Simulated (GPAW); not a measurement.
# Quasiparticle gap of AlInSb2 (P-4m2) in GPAW

Aim: the G0W0 gap of AlInSb2 (P-4m2) on LDA, step by step.

Calculated with GPAW 26.7.0; LDA and many-body steps on it, plane waves.

The raw output is cut from this account; settings, times and results stay.

### Step 1. The starting structure

It takes space group P-4m2 (No. 115, tetragonal). Conventional cell: a = 4.506 Å, b = 4.506 Å, c = 6.349 Å, α = 90.00°, β = 90.00°, γ = 90.00°. Al has 4 Sb at 2.70 Å nearest. Nearest to In lie 4 Sb at 2.82 Å. Sb has 2 Al at 2.70 Å and 2 In at 2.82 Å nearest. Farther neighbours, and contacts between anions beyond the nearest, are not listed.

The cell and positions are those that the Materials Project relaxed with its own functionals (PBE, PBE+U or r2SCAN), kept fixed.

### Step 2. Ground state

This step: GPAW 26.7.0; DFT, LDA, plane waves, PAW.

The ground-state density comes first.

run.py

```python
import json
import numpy as np
from gpaw.mpi import world
from ase import Atoms
from gpaw import GPAW, PW, FermiDirac

atoms = Atoms(['Al', 'In', 'Sb', 'Sb'],
    cell=[[4.5061655400, 0.0000000000, 0.0000000000],
      [0.0000000000, 4.5061655400, 0.0000000000],
      [0.0000000000, 0.0000000000, 6.3488229900]],
    scaled_positions=[[0.0000000000, 0.0000000000, 0.0000000000],
      [0.5000000000, 0.5000000000, 0.5000000000],
      [0.0000000000, 0.5000000000, 0.2333653700],
      [0.5000000000, 0.0000000000, 0.7666346300]],
    pbc=(True, True, True))
calc = GPAW(mode=PW(450),
    xc='LDA',
    kpts={'size': (6, 6, 4), 'gamma': True},
    occupations=FermiDirac(0.001),
    nbands=-8,
    convergence={'density': 1e-6, 'bands': -3},
    maxiter=100,
    txt='gs.txt')
atoms.calc = calc
res = {'energy': atoms.get_potential_energy()}
kpts = calc.get_ibz_k_points()
res['kpts'] = kpts
res['eigenvalues'] = [calc.get_eigenvalues(kpt=k) for k in range(len(kpts))]
res['n_electrons'] = calc.get_number_of_electrons()
calc.write('gs.gpw')

if world.rank == 0:
    with open('result.json', 'w') as f:
        json.dump(res, f, default=lambda x: x.tolist())
```

Run with:

```bash
> mpirun -n 4 gpaw python run.py
```

The job ended after 16 s (4 MPI ranks of Arm Neoverse V1, shared host; peak memory 0.77 GiB; 63 s of CPU time).

Read from the output:

| Property | Result |
| --- | --- |
| total energy | -18.15 eV |
| gap | 0.2655 eV |
| k of the valence top | 0, 0, 0 |
| k of the conduction bottom | 0, 0, 0 |
| least direct gap | 0.2655 eV |

The gap is direct, at Γ.

### Step 3. Empty states on the mesh, 2×2×2 mesh, 443 bands

The sums over transitions need many empty states on a uniform mesh; this step solves for them.

run.py

```python
import json
import numpy as np
from gpaw.mpi import world
from gpaw import GPAW

calc = GPAW('gs.gpw').fixed_density(kpts={'size': (2, 2, 2), 'gamma': True},
    parallel={'domain': 1, 'band': 1},
    txt='nscf.txt')
calc.diagonalize_full_hamiltonian(nbands=443)
calc.write('full.gpw', mode='all')
res = {}
kpts = calc.get_ibz_k_points()
res['kpts'] = kpts
res['eigenvalues'] = [calc.get_eigenvalues(kpt=k) for k in range(len(kpts))]
res['n_electrons'] = calc.get_number_of_electrons()

if world.rank == 0:
    with open('result.json', 'w') as f:
        json.dump(res, f, default=lambda x: x.tolist())
```

Run with:

```bash
> mpirun -n 4 gpaw python run.py
```

It took 50 s on 4 MPI ranks; peak memory 2.7 GiB; 3.3 min of CPU time.

Read from the output:

```yaml
gap: 0.2655 eV
k_of_the_valence_top: 0, 0, 0
k_of_the_conduction_bottom: 0, 0, 0
least_direct_gap: 0.2655 eV
k_points_computed: 6
lowest_point_of_the_top_converged_band_above_the_valence_top: 118.1911 eV
```

On this mesh the gap is 0.266 eV.

### Step 4. Screening and self-energy, 2×2×2 mesh, 201 bands, screening to 78 eV

Now the one-shot GW correction: screening in the RPA, then the self-energy of the levels asked for.

This step: G0W0 on LDA, plane waves, PAW.

run.py

```python
import json
import numpy as np
from gpaw.mpi import world
from gpaw.response.g0w0 import G0W0

gw = G0W0('full.gpw',
    filename='gw',
    kpts=[0],
    bands=(21, 25),
    ecut=78,
    nbands=201,
    integrate_gamma='WS',
    ppa=True)
gw.calculate()
res = {mode: {k: v for k, v in r.items() if k != 'sigma_eskwn'}
       for mode, r in gw.all_results.items()}

if world.rank == 0:
    with open('result.json', 'w') as f:
        json.dump(res, f, default=lambda x: x.tolist())
```

Run with:

```bash
> mpirun -n 4 gpaw python run.py
```

Elapsed: 28 s, on 4 MPI ranks; peak memory 1.6 GiB; 1.8 min of CPU time.

This step gave:

| Item | Value |
| --- | --- |
| G0W0 gap on the mesh | 1.292 eV |
| least direct G0W0 gap on the computed points | 1.292 eV |
| Z at the valence top | 0.7912 |
| Z at the conduction bottom | 0.7952 |
| starting gap on the mesh | 0.2655 eV |
| k of the valence top | 0, 0, 0 |
| k of the conduction bottom | 0, 0, 0 |

The gap on the mesh goes from 0.27 eV to 1.29 eV, a correction of +1.03 eV.

Limits: finite bands, cutoff and mesh; model gap, bands may invert with spin-orbit coupling; no spin-orbit coupling; coarse k mesh. v1 is the top filled band, c1 the lowest empty one. Levels before and after the correction, in eV, zero at the valence-band top of each column:

|  | conduction bottom | valence top |
| --- | --- | --- |
| Kohn-Sham | 0.27 | 0.00 |
| G0W0 | 1.29 | 0.00 |

|  | level | energy (eV) |
| --- | --- | --- |
| Kohn-Sham | Γ v2-v1 | 0.000 |
| Kohn-Sham | Γ c1 | 0.266 |
| Kohn-Sham | Γ c2 | 1.279 |
| G0W0 | Γ v2-v1 | 0.000 |
| G0W0 | Γ c1 | 1.292 |
| G0W0 | Γ c2 | 1.740 |

### Step 5. Where the time went

Times are wall times on 4 MPI ranks of Arm Neoverse V1, shared host, good to a factor of about two.

| step | time | share | memory (GiB) |
| --- | --- | --- | --- |
| ground state | 16 s | 17 % | 0.77 |
| empty states on the mesh | 50 s | 53 % | 2.7 |
| screening and self-energy | 28 s | 30 % | 1.6 |

### Step 6. Summary of results

```json
{
 "LDA gap": "0.27 eV, direct",
 "G0W0 gap on the mesh": "1.29 eV",
 "GW settings": "2×2×2 mesh, 201 bands, screening to 78 eV, Godby-Needs plasmon pole",
 "known limits": "short of the basis limit; no spin-orbit coupling; coarse k mesh"
}
```

In words: G0W0 moves the gap on the mesh from 0.27 eV to 1.29 eV (+1.03 eV), with Z of 0.79 and 0.80 at the edges. The dearest step here is «empty states on the mesh». Bands and cutoff are finite, so the gap stands short of the basis limit, usually by up to a few tenths of an eV; the mesh is an error of its own. The 2×2×2 mesh is coarse for this cell, which bears on the long-range parts of exchange and screening. The many-body steps are scalar-relativistic: spin-orbit coupling is not in them.

[Long decimals in the printed logs are rounded to 6 places.]

[Logs are printed without paths, hosts, clocks, repeated set-up lines and the standing remarks that a program may print on its own settings, such as how far it seeks lower states.]

[Paths, hosts, dates, memory and timing lines, banners, echoed tables and standing remarks are left out of the program output; an Ansatz launch command may be rebuilt from the run's recorded settings. Measured values are a selection of at most five: reports struck by readers or far from the other reports are left out. None is set beside runs whose start may be inverted or whose files or cutoffs have a known fault.]

[Runs of the session that timed out or met a known fault of the program may be left out.]

[Hosts, paths, dates, database ids (printed as entryN), source tags and the programs' standing remarks are cut or masked in the printed files.]

[Where the starting crystal was built by hand or by swapping elements, it need not be the compound's stable phase.]
